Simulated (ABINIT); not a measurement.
# PbSe (Clausthalite): G0W0 in ABINIT against the bands in the screening

How does the gap of PbSe (Clausthalite) converge in the bands in the screening?

Method: PBE and many-body steps on it, plane waves, in ABINIT 10.8.3.

Most raw output is cut from this account.

## (1) Starting point

It takes space group Fm-3m (No. 225, cubic). The conventional cell has a = 6.121 Å, b = 6.121 Å, c = 6.121 Å, α = 90.00°, β = 90.00°, γ = 90.00°. Pb has 6 Se at 3.06 Å nearest. Nearest to Se lie 6 Pb at 3.06 Å. Farther neighbours and most contacts between anions are not listed.

The cell and positions come from the Crystallography Open Database and are kept as given unless a step says otherwise. Spin-orbit coupling is left out unless a step names it.

## (2) Screening, 4×4×4 mesh, 23 bands, screening to 195.9 eV

This step: ABINIT 10.8.3; RPA screening on PBE, plane waves, norm-conserving pseudopotentials.

The RPA dielectric matrix is built and inverted for each q.

Input file run.abi:

```
acell 3*1.0 Angstrom
rprim 
  -0.000000000000 3.060650000000 3.060650000000
  3.060650000000 0.000000000000 3.060650000000
  3.060650000000 3.060650000000 -0.000000000000
ntypat 2
znucl 82 34
natom 2
typat 1 2
xred 
  0.000000000000 0.000000000000 0.000000000000
  0.500000000000 0.500000000000 0.500000000000
pp_dirpath "pseudos"
pseudos "Pb.upf, Se.upf"
ecut 39
ngkpt 4 4 4
nshiftk 1
shiftk 0 0 0
kptopt 1
chksymbreak 0
istwfk *1
occopt 1
irdwfk 1
optdriver 3
nband 23
ecuteps 7.2
inclvkb 2
awtr 1
symchi 1
indata_prefix "in"
outdata_prefix "out"
tmpdata_prefix "tmp"
```

Started as:

```sh
OMP_NUM_THREADS=1 mpirun -n 8 abinit run.abi > log
```

Elapsed: 9.8 s, on 8 MPI ranks of Intel Xeon Platinum 8259CL at 2.50GHz (Skylake/Cascade Lake), shared host; peak memory 1.7 GiB.

Numbers from this step:

* ε∞ with local fields, on this mesh, along the program's q direction: 103.6
* the same without local fields: 116.3
* plasma frequency: 26.86 eV
* plane waves in the screening matrix: 339

Local fields lower ε∞ by 11 %. The value itself is an artefact of the mesh, where one narrow direct gap carries too much weight.

## (3) 23 bands

This step: G0W0 on PBE, plane waves, norm-conserving pseudopotentials.

run.abi, as its differences from that of step 2:

```diff
@@ -23,8 +23,17 @@
 irdwfk 1
-optdriver 3
-nband 23
+optdriver 4
+nband 145
+gwcalctyp 0
+ecutsigx 39
+symsigma 1
+nkptgw 2
+kptgw 
+  0.5000000000 0.0000000000 0.0000000000
+  0.0000000000 0.0000000000 0.0000000000
+bdgw 
+  13 18
+  13 18
 ecuteps 7.2
-inclvkb 2
-awtr 1
-symchi 1
+irdscr 1
+ppmodel 1
 indata_prefix "in"
```

Run time: 22 s. Hardware: 8 MPI ranks; peak memory 2.4 GiB.

This step gave:

```
G0W0 gap on the points computed              : 0.6890 eV
starting gap on the mesh                     : 0.2973 eV
k of the valence top                         : 0.5, 0, 0
k of the conduction bottom                   : 0.5, 0, 0
Z at the valence top                         : 0.781
Z at the conduction bottom                   : 0.801
least direct G0W0 gap on the computed points : 0.6890 eV
```

## (4) Screening, 4×4×4 mesh, 44 bands, screening to 195.9 eV

This step: RPA screening on PBE, plane waves, norm-conserving pseudopotentials.

run.abi, as its differences from that of step 3:

```diff
@@ -23,17 +23,8 @@
 irdwfk 1
-optdriver 4
-nband 145
-gwcalctyp 0
-ecutsigx 39
-symsigma 1
-nkptgw 2
-kptgw 
-  0.5000000000 0.0000000000 0.0000000000
-  0.0000000000 0.0000000000 0.0000000000
-bdgw 
-  13 18
-  13 18
+optdriver 3
+nband 44
 ecuteps 7.2
-irdscr 1
-ppmodel 1
+inclvkb 2
+awtr 1
+symchi 1
 indata_prefix "in"
```

Elapsed: 22 s, on 8 MPI ranks; peak memory 1.8 GiB.

This step gave:

```
ε∞ with local fields, on this mesh, along the program's q direction : 105.2
the same without local fields                                       : 116.4
plasma frequency                                                    : 26.86 eV
plane waves in the screening matrix                                 : 339
```

## (5) 44 bands

The self-energy is evaluated for the states that the input lists, and the levels follow from it, in one-shot runs by the linearised quasiparticle equation.

This step: G0W0 on PBE, plane waves, norm-conserving pseudopotentials.

run.abi, as its differences from that of step 4:

```diff
@@ -23,8 +23,17 @@
 irdwfk 1
-optdriver 3
-nband 44
+optdriver 4
+nband 145
+gwcalctyp 0
+ecutsigx 39
+symsigma 1
+nkptgw 2
+kptgw 
+  0.5000000000 0.0000000000 0.0000000000
+  0.0000000000 0.0000000000 0.0000000000
+bdgw 
+  13 18
+  13 18
 ecuteps 7.2
-inclvkb 2
-awtr 1
-symchi 1
+irdscr 1
+ppmodel 1
 indata_prefix "in"
```

Wall time 22 s (8 MPI ranks); peak memory 2.4 GiB.

Numbers from this step:

- G0W0 gap on the points computed: 0.6610 eV
- starting gap on the mesh: 0.2973 eV
- k of the valence top: 0.5, 0, 0
- k of the conduction bottom: 0.5, 0, 0
- Z at the valence top: 0.789
- Z at the conduction bottom: 0.805
- least direct G0W0 gap on the computed points: 0.6610 eV

The gap on the mesh goes from 0.30 eV to 0.66 eV, a correction of +0.36 eV.

## (6) Screening, 4×4×4 mesh, 145 bands, screening to 195.9 eV

This step: RPA screening on PBE, plane waves, norm-conserving pseudopotentials.

run.abi, as its differences from that of step 5:

```diff
@@ -23,17 +23,8 @@
 irdwfk 1
-optdriver 4
+optdriver 3
 nband 145
-gwcalctyp 0
-ecutsigx 39
-symsigma 1
-nkptgw 2
-kptgw 
-  0.5000000000 0.0000000000 0.0000000000
-  0.0000000000 0.0000000000 0.0000000000
-bdgw 
-  13 18
-  13 18
 ecuteps 7.2
-irdscr 1
-ppmodel 1
+inclvkb 2
+awtr 1
+symchi 1
 indata_prefix "in"
```

The job ended after 79 s (8 MPI ranks; peak memory 2.5 GiB).

Numbers from this step:

- ε∞ with local fields, on this mesh, along the program's q direction: 106.2
- the same without local fields: 116.5
- plasma frequency: 26.86 eV
- plane waves in the screening matrix: 339

## (7) 145 bands

This step: G0W0 on PBE, plane waves, norm-conserving pseudopotentials.

run.abi, as its differences from that of step 6:

```diff
@@ -23,8 +23,17 @@
 irdwfk 1
-optdriver 3
+optdriver 4
 nband 145
+gwcalctyp 0
+ecutsigx 39
+symsigma 1
+nkptgw 2
+kptgw 
+  0.5000000000 0.0000000000 0.0000000000
+  0.0000000000 0.0000000000 0.0000000000
+bdgw 
+  13 18
+  13 18
 ecuteps 7.2
-inclvkb 2
-awtr 1
-symchi 1
+irdscr 1
+ppmodel 1
 indata_prefix "in"
```

Elapsed: 21 s, on 8 MPI ranks; peak memory 2.4 GiB; 2.8 min of CPU time.

This step gave:

```yaml
g0w0_gap_on_the_points_computed: 0.7230 eV
starting_gap_on_the_mesh: 0.2973 eV
k_of_the_valence_top: 0.5, 0, 0
k_of_the_conduction_bottom: 0.5, 0, 0
least_direct_g0w0_gap_on_the_computed_points: 0.7230 eV
```

Against the run before, the gap moves by +0.062 eV.

## (8) Screening, 4×4×4 mesh, 316 bands, screening to 195.9 eV

This step: RPA screening on PBE, plane waves, norm-conserving pseudopotentials.

run.abi, as its differences from that of step 7:

```diff
@@ -23,17 +23,8 @@
 irdwfk 1
-optdriver 4
-nband 145
-gwcalctyp 0
-ecutsigx 39
-symsigma 1
-nkptgw 2
-kptgw 
-  0.5000000000 0.0000000000 0.0000000000
-  0.0000000000 0.0000000000 0.0000000000
-bdgw 
-  13 18
-  13 18
+optdriver 3
+nband 316
 ecuteps 7.2
-irdscr 1
-ppmodel 1
+inclvkb 2
+awtr 1
+symchi 1
 indata_prefix "in"
```

Run time: 3.2 min. Hardware: 8 MPI ranks; peak memory 3.7 GiB.

This step gave:

- ε∞ with local fields, on this mesh, along the program's q direction: 106.5
- the same without local fields: 116.5
- plasma frequency: 26.86 eV
- plane waves in the screening matrix: 339

## (9) 316 bands

This step: G0W0 on PBE, plane waves, norm-conserving pseudopotentials.

run.abi, as its differences from that of step 8:

```diff
@@ -23,8 +23,17 @@
 irdwfk 1
-optdriver 3
-nband 316
+optdriver 4
+nband 145
+gwcalctyp 0
+ecutsigx 39
+symsigma 1
+nkptgw 2
+kptgw 
+  0.5000000000 0.0000000000 0.0000000000
+  0.0000000000 0.0000000000 0.0000000000
+bdgw 
+  13 18
+  13 18
 ecuteps 7.2
-inclvkb 2
-awtr 1
-symchi 1
+irdscr 1
+ppmodel 1
 indata_prefix "in"
```

It took 23 s on 8 MPI ranks; peak memory 2.4 GiB.

This step gave:

```yaml
g0w0_gap_on_the_points_computed: 0.722 eV
starting_gap_on_the_mesh: 0.2973 eV
k_of_the_valence_top: 0.5, 0, 0
k_of_the_conduction_bottom: 0.5, 0, 0
least_direct_g0w0_gap_on_the_computed_points: 0.722 eV
```

Against the run before, the gap moves by −0.001 eV.

## (10) The runs together

Times are wall times on 8 MPI ranks of Intel Xeon Platinum 8259CL at 2.50GHz (Skylake/Cascade Lake), shared host, good to a factor of about two. A run's time includes the screening step that it read.

```
      run   mesh  bands  screening cutoff (eV)  DFT gap (eV)  gap on the mesh (eV)  direct (eV)  ε∞ used     time
 23 bands  4×4×4    145                  195.9         0.297                 0.689        0.689   103.59     31 s
 44 bands  4×4×4    145                  195.9         0.297                 0.661        0.661   105.17     44 s
145 bands  4×4×4    145                  195.9         0.297                 0.723        0.723   106.23  1.7 min
316 bands  4×4×4    145                  195.9         0.297                 0.722        0.722   106.49  3.6 min
```

## (11) Results

| Quantity | Value |
| --- | --- |
| 23 bands | 0.689 eV |
| 44 bands | 0.661 eV |
| 145 bands | 0.723 eV |
| 316 bands | 0.722 eV |
| known limits | not at the basis limit; model gap, bands may invert with spin-orbit coupling; exchange with frozen shells missing; screening runs away on this mesh; no spin-orbit coupling; coarse k mesh |

The setting moved: bands in the screening. From 23 bands to 316 bands the gap moves by +0.03 eV, for 6.8 times the time, not steadily: it passes through 0.66 eV. It holds to 0.03 eV from 145 bands on. Bands and screening cutoff are coupled, so a series along one setting does not show full convergence. Bands and cutoff are finite, so the gap is not at the basis limit. The miss can reach some tenths of an eV and take either sign; the mesh is an error of its own. In the G0W0 runs levels were corrected at 2 k points alone, so a gap called «on the mesh» is the least over those, and an edge elsewhere would be missed. The 4×4×4 mesh is coarse for this cell, which bears on the long-range parts of exchange and screening. Where an edge is built on 6p states of lead, bismuth or thallium, scalar-relativistic gaps usually stand too wide, by a few tenths to over one eV. With atoms this heavy and so narrow a gap, spin-orbit coupling can invert the bands. These scalar-relativistic gaps are then model values, not to be set against experiment, and a spin-orbit change taken from DFT can't simply be added. The norm-conserving file of at least one element keeps a d shell over frozen s and p shells of the same row. Exchange with those shells is missing from the self-energy, an error of 0.3 to 0.9 eV in cases checked, whose sign depends on which edge lies on those atoms. For the PBE start: On this mesh the RPA ε∞ passes 90, more than nearly any semiconductor shows; a coarse mesh does this where one point with a narrow direct gap carries much weight. The screening is then too strong, and the G0W0 gap should not be taken as the material's.

[Paths, hosts, dates, memory and timing lines, banners, echoed tables and standing remarks are left out of the program output.]

[Logs are printed without paths, hosts, clocks, repeated set-up lines and the standing remarks that a program may print on its own settings, such as how far it seeks lower states.]

[Runs of the session that timed out or met a known fault of the program may be left out.]

[Hosts, paths, dates, database ids (printed as entryN), source tags and the programs' standing remarks are cut or masked in the printed files.]

[G0W0 gaps are taken among the corrected bands and points alone; a level outside them can change the order at an edge.]

[Where Ansatz stands beside ABINIT at settings called matched, ABINIT's density can come from a denser mesh and the files from another edition; pairs whose starting gaps differed by over 0.03 eV were left out, so agreement reads better than it is.]
